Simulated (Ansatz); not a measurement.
# Work function of Ir(111): what the settings cost and change, part 2 of 2

How thick a slab and how much vacuum does the work function of Ir(111) need?

Ansatz 0.2.0; plane-wave DFT, PBE, Ansatz PAW.

So far, work function, upper face (eV): step 2 (slab, setting 1 layer) 6.42; step 3 (run, 2 atoms) 5.42; step 4 (slab, 3 atoms) 5.41; step 5 (run, 4 atoms) 5.51; step 6 (run, 5 atoms) 5.53.

**7. Run, 6 atoms**

System of this step: Ir(111). The cell holds 6 atoms: 6 Ir. Cell: a = 2.715 Å, b = 2.715 Å, c = 29.085 Å, α = 90.0°, β = 90.0°, γ = 60.0°. Vacuum lies along c.

Input file input.yaml:

```yaml
crystal:
  lattice:
    - [2.7152900398, 0.0, 0.0]
    - [1.3576450199, 2.3515101531, 0.0]
    - [0.0, 0.0, 29.0851251684]
  atoms:
    - { symbol: Ir, position: [0.3333333333, 0.3333333333, 0.3094365229] }
    - { symbol: Ir, position: [0.6666666667, 0.6666666667, 0.3856619137] }
    - { symbol: Ir, position: [0.0, 0.0, 0.4618873046] }
    - { symbol: Ir, position: [0.3333333333, 0.3333333333, 0.5381126954] }
    - { symbol: Ir, position: [0.6666666667, 0.6666666667, 0.6143380863] }
    - { symbol: Ir, position: [0.0, 0.0, 0.6905634771] }
kpoints:
  mp_grid: { grid: [17, 17, 1] }
hamiltonian:
  xc: pbe
scf:
  occupations: { method: fermi_dirac, width: 0.1 }
  convergence: { dr2_threshold: 1.0e-09 }
efield:
  axis: 3
  dipole_correction: true
  ramp_position: 0.97
  ramp_width: 0.06
output:
  write_potential: true
  write_density: true
  volumetric_format: npy
```

The run is started by

```console
$ ansatz run input.yaml --threads 2 --pin off --max-ram 3072MiB --backend cpu --events-out ev --progress --plain --runs-dir out
```

The program printed:

```text
[...]
Crystal: 6 atoms, lattice volume = 185.709 Å³
Basis set: ecut = 420 eV, 3655 PW (Γ)
Bands: 62, of which v1, the nominal top of the filled ones, is band 51 counted from 1 (50 counted from 0)
Symmetry: 6 space group operations
k-points: 33 of 289 (time reversal used)
[...]
k-point 0: bands = [... 47 lower, 7.5551, 7.5551, 7.6144, 7.6144, 7.9557, 7.9557, 8.4247, 8.5854, ... 7 higher]
  k-point 1: bands = [... 47 lower, 7.3205, 7.3455, 7.6501, 7.6919, 7.9156, 7.9783, 8.0443, 8.2581, ... 7 higher]
  k-point 2: bands = [... 47 lower, 6.9695, 7.1172, 7.2475, 7.4747, 7.6427, 7.7494, 8.0329, 8.4771, ... 7 higher]
  k-point 32: bands = [... 47 lower, 7.6016, 8.7319, 8.8029, 9.1051, 9.2156, 9.3844, 9.4490, 13.8664, ... 7 higher]
[key lines of the parts left out:]
SCF converged after 10 iterations
Free energy (F): -71610.119283 eV
Fermi energy:    8.775095 eV
Dipole field:    D = 0.000001 V/Å  (p = 0.000001 e·Å, saw-weighted, corrected)
Work function:   Φ+ = 5.5058 eV   Φ− = 5.5059 eV
```

Run time: 32 s. Hardware: 2 threads of AMD EPYC 7R43, shared host; peak memory 0.71 GiB.

The work function is 5.506 eV, -0.026 eV from the run “5 layers”, at 1.2 times its CPU time.

**8. Run, 8 atoms**

System of this step: Ir(111). The cell holds 8 atoms: 8 Ir. Its edges and angles: a = 2.715 Å, b = 2.715 Å, c = 33.519 Å, α = 90.0°, β = 90.0°, γ = 60.0°. Vacuum lies along c.

input.yaml, the sections that differ from step 7:

```yaml
crystal:
  lattice:
    - [2.7152900398, 0.0, 0.0]
    - [1.3576450199, 2.3515101531, 0.0]
    - [0.0, 0.0, 33.5191752358]
  atoms:
    - { symbol: Ir, position: [0.6666666667, 0.6666666667, 0.2685030266] }
    - { symbol: Ir, position: [0.0, 0.0, 0.334645019] }
    - { symbol: Ir, position: [0.3333333333, 0.3333333333, 0.4007870114] }
    - { symbol: Ir, position: [0.6666666667, 0.6666666667, 0.4669290038] }
    - { symbol: Ir, position: [0.0, 0.0, 0.5330709962] }
    - { symbol: Ir, position: [0.3333333333, 0.3333333333, 0.5992129886] }
    - { symbol: Ir, position: [0.6666666667, 0.6666666667, 0.665354981] }
    - { symbol: Ir, position: [0.0, 0.0, 0.7314969734] }
# kpoints, hamiltonian, scf, efield, output: as in step 7
```

The program printed:

```text
[...]
Crystal: 8 atoms, lattice volume = 214.021 Å³
Basis set: ecut = 420 eV, 4247 PW (Γ)
Bands: 82, of which v1, the nominal top of the filled ones, is band 68 counted from 1 (67 counted from 0)
Symmetry: 6 space group operations
k-points: 33 of 289 (time reversal used)
[...]
k-point 1: bands = [... 64 lower, 9.5008, 9.7551, 9.7873, 9.9473, 9.9751, 10.1687, 10.1991, 10.3398, ... 10 higher]
  k-point 2: bands = [... 64 lower, 9.2314, 9.4459, 9.5949, 9.6383, 9.7665, 10.0029, 10.1065, 10.2696, ... 10 higher]
  k-point 32: bands = [... 64 lower, 10.9620, 11.0033, 11.2384, 11.3598, 11.5038, 11.5174, 11.6996, 11.7206, ... 10 higher]
[key lines of the parts left out:]
SCF converged after 10 iterations
Free energy (F): -95480.755215 eV
Fermi energy:    11.014951 eV
Dipole field:    D = -0.000001 V/Å  (p = -0.000001 e·Å, saw-weighted, corrected)
Work function:   Φ+ = 5.5195 eV   Φ− = 5.5194 eV
```

It took 55 s on 2 threads; peak memory 0.91 GiB.

The work function is 5.519 eV, +0.014 eV from the run “6 layers”, at 1.8 times its CPU time.

**9. Slab, 10 atoms**

System of this step: Ir(111). The cell holds 10 atoms: 10 Ir. Cell: a = 2.715 Å, b = 2.715 Å, c = 37.953 Å, α = 90.0°, β = 90.0°, γ = 60.0°. Vacuum lies along c.

input.yaml, the sections that differ from step 8:

```yaml
crystal:
  lattice:
    - [2.7152900398, 0.0, 0.0]
    - [1.3576450199, 2.3515101531, 0.0]
    - [0.0, 0.0, 37.9532253032]
  atoms:
    - { symbol: Ir, position: [0.0, 0.0, 0.2371339966] }
    - { symbol: Ir, position: [0.3333333333, 0.3333333333, 0.295548664] }
    - { symbol: Ir, position: [0.6666666667, 0.6666666667, 0.3539633314] }
    - { symbol: Ir, position: [0.0, 0.0, 0.4123779989] }
    - { symbol: Ir, position: [0.3333333333, 0.3333333333, 0.4707926663] }
    - { symbol: Ir, position: [0.6666666667, 0.6666666667, 0.5292073337] }
    - { symbol: Ir, position: [0.0, 0.0, 0.5876220011] }
    - { symbol: Ir, position: [0.3333333333, 0.3333333333, 0.6460366686] }
    - { symbol: Ir, position: [0.6666666667, 0.6666666667, 0.704451336] }
    - { symbol: Ir, position: [0.0, 0.0, 0.7628660034] }
# kpoints, hamiltonian, scf, efield, output: as in step 8
```

The program printed:

```text
[...]
Crystal: 10 atoms, lattice volume = 242.333 Å³
Basis set: ecut = 420 eV, 4765 PW (Γ)
Bands: 102, of which v1, the nominal top of the filled ones, is band 85 counted from 1 (84 counted from 0)
Symmetry: 6 space group operations
k-points: 33 of 289 (time reversal used)
[...]
k-point 1: bands = [... 81 lower, 11.3751, 11.3995, 11.5660, 11.6108, 11.6989, 11.7132, 11.9075, 11.9302, ... 13 higher]
  k-point 2: bands = [... 81 lower, 11.0665, 11.1996, 11.2588, 11.3951, 11.5284, 11.5780, 11.7856, 11.8972, ... 13 higher]
  k-point 32: bands = [... 81 lower, 12.7584, 12.8392, 13.0216, 13.1034, 13.2304, 13.2552, 13.3168, 13.4457, ... 13 higher]
[key lines of the parts left out:]
SCF converged after 10 iterations
Free energy (F): -119351.386338 eV
Fermi energy:    12.744585 eV
Dipole field:    D = 0.000001 V/Å  (p = 0.000001 e·Å, saw-weighted, corrected)
Work function:   Φ+ = 5.5126 eV   Φ− = 5.5126 eV
```

Run time: 80 s. Hardware: 2 threads; peak memory 1.1 GiB; 2.6 min of CPU time.

The work function is 5.513 eV, -0.007 eV from the run “8 layers”, at 1.5 times its CPU time.

**10. Slab, 13 atoms**

System of this step: Ir(111). The cell holds 13 atoms: 13 Ir. Its edges and angles: a = 2.715 Å, b = 2.715 Å, c = 44.604 Å, α = 90.0°, β = 90.0°, γ = 60.0°. Vacuum lies along c.

input.yaml, the sections that differ from step 9:

```yaml
crystal:
  lattice:
    - [2.7152900398, 0.0, 0.0]
    - [1.3576450199, 2.3515101531, 0.0]
    - [0.0, 0.0, 44.6043004043]
  atoms:
    - { symbol: Ir, position: [0.0, 0.0, 0.2017742666] }
    - { symbol: Ir, position: [0.3333333333, 0.3333333333, 0.2514785555] }
    - { symbol: Ir, position: [0.6666666667, 0.6666666667, 0.3011828444] }
    - { symbol: Ir, position: [0.0, 0.0, 0.3508871333] }
    - { symbol: Ir, position: [0.3333333333, 0.3333333333, 0.4005914222] }
    - { symbol: Ir, position: [0.6666666667, 0.6666666667, 0.4502957111] }
    - { symbol: Ir, position: [0.0, 0.0, 0.5] }
    - { symbol: Ir, position: [0.3333333333, 0.3333333333, 0.5497042889] }
    - { symbol: Ir, position: [0.6666666667, 0.6666666667, 0.5994085778] }
    - { symbol: Ir, position: [0.0, 0.0, 0.6491128667] }
    - { symbol: Ir, position: [0.3333333333, 0.3333333333, 0.6988171556] }
    - { symbol: Ir, position: [0.6666666667, 0.6666666667, 0.7485214445] }
    - { symbol: Ir, position: [0.0, 0.0, 0.7982257334] }
# kpoints, hamiltonian, scf, efield, output: as in step 9
```

The program printed:

```text
[...]
Crystal: 13 atoms, lattice volume = 284.800 Å³
Basis set: ecut = 420 eV, 5639 PW (Γ)
Bands: 133, of which v1, the nominal top of the filled ones, is band 111 counted from 1 (110 counted from 0)
Symmetry: 6 space group operations
k-points: 33 of 289 (time reversal used)
[...]
k-point 1: bands = [... 107 lower, 13.3890, 13.4171, 13.5189, 13.5657, 13.6058, 13.6319, 13.7389, 13.7678, ... 18 higher]
  k-point 2: bands = [... 107 lower, 13.1014, 13.2443, 13.2495, 13.3567, 13.4994, 13.5203, 13.6978, 13.7570, ... 18 higher]
  k-point 32: bands = [... 107 lower, 14.8654, 14.9308, 15.0799, 15.1107, 15.1376, 15.2338, 15.2825, 15.3138, ... 18 higher]
[key lines of the parts left out:]
SCF converged after 10 iterations
Free energy (F): -155157.332203 eV
Fermi energy:    14.683376 eV
Dipole field:    D = 0.000001 V/Å  (p = 0.000001 e·Å, saw-weighted, corrected)
Work function:   Φ+ = 5.5171 eV   Φ− = 5.5171 eV
```

It took 2.4 min on 2 threads; peak memory 1.6 GiB.

The work function is 5.517 eV, +0.004 eV from the run “10 layers”, at 1.8 times its CPU time.

**11. Slab, 7 atoms**

System of this step: Ir(111). The cell holds 7 atoms: 7 Ir. Its edges and angles: a = 2.715 Å, b = 2.715 Å, c = 23.302 Å, α = 90.0°, β = 90.0°, γ = 60.0°. Vacuum lies along c.

input.yaml, the sections that differ from step 10:

```yaml
crystal:
  lattice:
    - [2.7152900398, 0.0, 0.0]
    - [1.3576450199, 2.3515101531, 0.0]
    - [0.0, 0.0, 23.3021502021]
  atoms:
    - { symbol: Ir, position: [0.0, 0.0, 0.2145724732] }
    - { symbol: Ir, position: [0.3333333333, 0.3333333333, 0.3097149821] }
    - { symbol: Ir, position: [0.6666666667, 0.6666666667, 0.4048574911] }
    - { symbol: Ir, position: [0.0, 0.0, 0.5] }
    - { symbol: Ir, position: [0.3333333333, 0.3333333333, 0.5951425089] }
    - { symbol: Ir, position: [0.6666666667, 0.6666666667, 0.6902850179] }
    - { symbol: Ir, position: [0.0, 0.0, 0.7854275268] }
# kpoints, hamiltonian, scf, efield, output: as in step 10
```

The program printed:

```text
[...]
Crystal: 7 atoms, lattice volume = 148.785 Å³
Basis set: ecut = 420 eV, 2927 PW (Γ)
Bands: 72, of which v1, the nominal top of the filled ones, is band 60 counted from 1 (59 counted from 0)
Symmetry: 6 space group operations
k-points: 33 of 289 (time reversal used)
[...]
k-point 1: bands = [... 56 lower, 13.8129, 14.0905, 14.1335, 14.3117, 14.3280, 14.5328, 14.6390, 14.7156, ... 8 higher]
  k-point 2: bands = [... 56 lower, 13.5618, 13.7403, 13.9075, 14.0247, 14.1405, 14.3931, 14.6110, 14.7533, ... 8 higher]
  k-point 32: bands = [... 56 lower, 15.1896, 15.3921, 15.4908, 15.7048, 15.8010, 15.9277, 15.9900, 20.3385, ... 8 higher]
[key lines of the parts left out:]
SCF converged after 9 iterations
Free energy (F): -83545.442656 eV
Fermi energy:    15.299142 eV
Dipole field:    D = 0.000002 V/Å  (p = 0.000001 e·Å, saw-weighted, corrected)
Work function:   Φ+ = 5.5000 eV (in doubt: plateau slope 3.2e-2 eV/Å)   Φ− = 5.5016 eV (in doubt: plateau slope 2.1e-2 eV/Å)
```

Elapsed: 35 s, on 2 threads; peak memory 0.68 GiB; 68 s of CPU time.

The work function is 5.500 eV. The program marks this work function as in doubt.

**12. Slab, 7 atoms (run 2)**

The cell differs from the one that the last finished run ended in (c 23.302 → 27.302 Å).

input.yaml, the sections that differ from step 11:

```yaml
crystal:
  lattice:
    - [2.7152900398, 0.0, 0.0]
    - [1.3576450199, 2.3515101531, 0.0]
    - [0.0, 0.0, 27.3021502021]
  atoms:
    - { symbol: Ir, position: [0.0, 0.0, 0.2563900626] }
    - { symbol: Ir, position: [0.3333333333, 0.3333333333, 0.3375933751] }
    - { symbol: Ir, position: [0.6666666667, 0.6666666667, 0.4187966875] }
    - { symbol: Ir, position: [0.0, 0.0, 0.5] }
    - { symbol: Ir, position: [0.3333333333, 0.3333333333, 0.5812033125] }
    - { symbol: Ir, position: [0.6666666667, 0.6666666667, 0.6624066249] }
    - { symbol: Ir, position: [0.0, 0.0, 0.7436099374] }
# kpoints, hamiltonian, scf, efield, output: as in step 11
```

The program printed:

```text
[...]
Crystal: 7 atoms, lattice volume = 174.325 Å³
Basis set: ecut = 420 eV, 3445 PW (Γ)
Bands: 72, of which v1, the nominal top of the filled ones, is band 60 counted from 1 (59 counted from 0)
Symmetry: 6 space group operations
k-points: 33 of 289 (time reversal used)
[...]
k-point 1: bands = [... 56 lower, 10.7651, 11.0427, 11.0857, 11.2640, 11.2803, 11.4856, 11.5908, 11.6679, ... 8 higher]
  k-point 2: bands = [... 56 lower, 10.5140, 10.6927, 10.8596, 10.9769, 11.0925, 11.3454, 11.5634, 11.7055, ... 8 higher]
  k-point 32: bands = [... 56 lower, 12.1418, 12.3443, 12.4431, 12.6570, 12.7532, 12.8800, 12.9423, 17.2907, ... 8 higher]
[key lines of the parts left out:]
SCF converged after 9 iterations
Free energy (F): -83545.442649 eV
Fermi energy:    12.251359 eV
Dipole field:    D = -0.000002 V/Å  (p = -0.000001 e·Å, saw-weighted, corrected)
Work function:   Φ+ = 5.5041 eV   Φ− = 5.5041 eV
```

It took 38 s on 2 threads; peak memory 0.75 GiB; 74 s of CPU time.

The work function is 5.504 eV, +0.004 eV from the run “7 layers, 10 Å of vacuum”, at 1.1 times its CPU time.

**13. Slab, 7 atoms (run 3)**

The cell differs from the one that the last finished run ended in (c 27.302 → 39.302 Å).

input.yaml, the sections that differ from step 12:

```yaml
crystal:
  lattice:
    - [2.7152900398, 0.0, 0.0]
    - [1.3576450199, 2.3515101531, 0.0]
    - [0.0, 0.0, 39.3021502021]
  atoms:
    - { symbol: Ir, position: [0.0, 0.0, 0.3307707068] }
    - { symbol: Ir, position: [0.3333333333, 0.3333333333, 0.3871804712] }
    - { symbol: Ir, position: [0.6666666667, 0.6666666667, 0.4435902356] }
    - { symbol: Ir, position: [0.0, 0.0, 0.5] }
    - { symbol: Ir, position: [0.3333333333, 0.3333333333, 0.5564097644] }
    - { symbol: Ir, position: [0.6666666667, 0.6666666667, 0.6128195288] }
    - { symbol: Ir, position: [0.0, 0.0, 0.6692292932] }
# kpoints, hamiltonian, scf, efield, output: as in step 12
```

The program printed:

```text
[...]
Crystal: 7 atoms, lattice volume = 250.945 Å³
Basis set: ecut = 420 eV, 4961 PW (Γ)
Bands: 72, of which v1, the nominal top of the filled ones, is band 60 counted from 1 (59 counted from 0)
Symmetry: 6 space group operations
k-points: 33 of 289 (time reversal used)
[...]
k-point 0: bands = [... 56 lower, 5.6000, 5.6020, 5.6020, 5.8074, 5.8074, 6.2295, 6.2295, 6.5558, ... 8 higher]
  k-point 1: bands = [... 56 lower, 5.3439, 5.6215, 5.6645, 5.8428, 5.8591, 6.0644, 6.1696, 6.2466, ... 8 higher]
  k-point 2: bands = [... 56 lower, 5.0928, 5.2715, 5.4384, 5.5557, 5.6713, 5.9242, 6.1422, 6.2843, ... 8 higher]
  k-point 32: bands = [... 56 lower, 6.7206, 6.9231, 7.0218, 7.2358, 7.3320, 7.4587, 7.5210, 11.8695, ... 8 higher]
[key lines of the parts left out:]
SCF converged after 10 iterations
Free energy (F): -83545.442649 eV
Fermi energy:    6.830143 eV
Dipole field:    D = 0.000001 V/Å  (p = 0.000001 e·Å, saw-weighted, corrected)
Work function:   Φ+ = 5.5041 eV   Φ− = 5.5042 eV
```

Wall time 53 s (2 threads); peak memory 0.93 GiB.

The work function is 5.504 eV, -0.000 eV from the run “7 layers, 14 Å of vacuum”, at 1.4 times its CPU time.

**14. Comparing the runs**

Times are for 2 threads of AMD EPYC 7R43, shared host. The series side by side:

```
no.                   setting  work function, upper face (eV)     time  memory (GiB)
  1                   1 layer                           6.422    3.6 s          0.43
  2                  2 layers                           5.418      9 s          0.45
  3                  3 layers                           5.412     15 s          0.51
  4                  4 layers                           5.509     18 s          0.53
  5                  5 layers                           5.531     26 s           0.6
  6                  6 layers                           5.506     32 s          0.71
  7                  8 layers                           5.519     55 s          0.91
  8                 10 layers                           5.513     80 s           1.1
  9                 13 layers                           5.517  2.4 min           1.6
 10  7 layers, 10 Å of vacuum                           5.500     35 s          0.68
 11  7 layers, 14 Å of vacuum                           5.504     38 s          0.75
 12  7 layers, 26 Å of vacuum                           5.504     53 s          0.93
```

**15. Varying the input**

System of this step: Ir(111) monolayer. The cell holds 1 atom: 1 Ir. Cell: a = 2.715 Å, b = 2.715 Å, c = 18.000 Å, α = 90.0°, β = 90.0°, γ = 60.0°. Vacuum lies along c.

An input spoilt on purpose, to show how the run answers: it repeats the earlier run “1 layer” with efield.amplitude to 0 and efield.dipole_correction from true to false, and scf.max_iter set to 80; its output block differs too.

input.yaml, the sections that differ from step 13:

```yaml
crystal:
  lattice:
    - [2.7152900398, 0.0, 0.0]
    - [1.3576450199, 2.3515101531, 0.0]
    - [0.0, 0.0, 18.0]
  atoms:
    - { symbol: Ir, position: [0.6666666667, 0.6666666667, 0.5] }
scf:
  occupations: { method: fermi_dirac, width: 0.1 }
  convergence: { dr2_threshold: 1.0e-09 }
  max_iter: 80
efield:
  axis: 3
  dipole_correction: false
  ramp_position: 0.97
  ramp_width: 0.06
  amplitude: 0
# kpoints, hamiltonian, output: as in step 13
```

The program printed:

```text
Error: invalid value for `efield.amplitude`: is zero with dipole_correction: false — the section would apply nothing; set a non-zero amplitude, enable dipole_correction, or remove the block
```

Wall time 0.05 s (2 threads); peak memory 0.06 GiB; 0.05 s of CPU time.

The input was rejected at the start.

The program's message: “Error: invalid value for `efield.amplitude`: is zero with dipole_correction: false — the section would apply nothing; set a non-zero amplitude, enable dipole_correction, or remove the block”

The fault put into the input: a field block that applies nothing.

**16. Outcome**

```
work function, 1 layer   : 6.422 eV
work function, 3 layers  : 5.412 eV
work function, 6 layers  : 5.506 eV
work function, 13 layers : 5.517 eV
```

The thickest slab gives 5.52 eV, and the settings tried spread the value from 5.41 to 6.42 eV. At 18 Å of vacuum, the slabs from 4 layers on stay within 0.02 eV of the thickest. Going from 10 to 26 Å of vacuum moves it by 0.004 eV. The program marks the value as in doubt in “7 layers, 10 Å of vacuum”. The ladder's slabs use the tabulated experimental lattice constant (two decimals; a low-temperature value for the alkali metals). In 1 run of the series (7 layers, 10 Å of vacuum) the program warns that electrons reach the sawtooth's ramp, which makes dipole and work function less sure.

Calculation against experiment:

| quantity | measured | 13 layers |
| --- | --- | --- |
| work function (clean (111) face, a compiled value) (eV) | 5.78 | 5.52 (-0.26 eV) |

Measured values from arxiv:1902.07811 (2019).

How well it matches: The work function is off by -0.26 eV: fair agreement. No cell relaxation is part of this session.

[Long decimals in the printed logs are rounded to 6 places.]

[Logs are printed without paths, hosts, clocks, repeated set-up lines and the standing remarks that a program may print on its own settings, such as how far it seeks lower states.]

[Hosts, paths, dates, database ids (printed as entryN), source tags and the programs' standing remarks are cut or masked in the printed files.]

[Maps of the electrostatic potential energy from Ansatz leave out the sawtooth potential of an applied field or a dipole correction, so their vacuum need not be flat; planar profiles and work functions include it.]
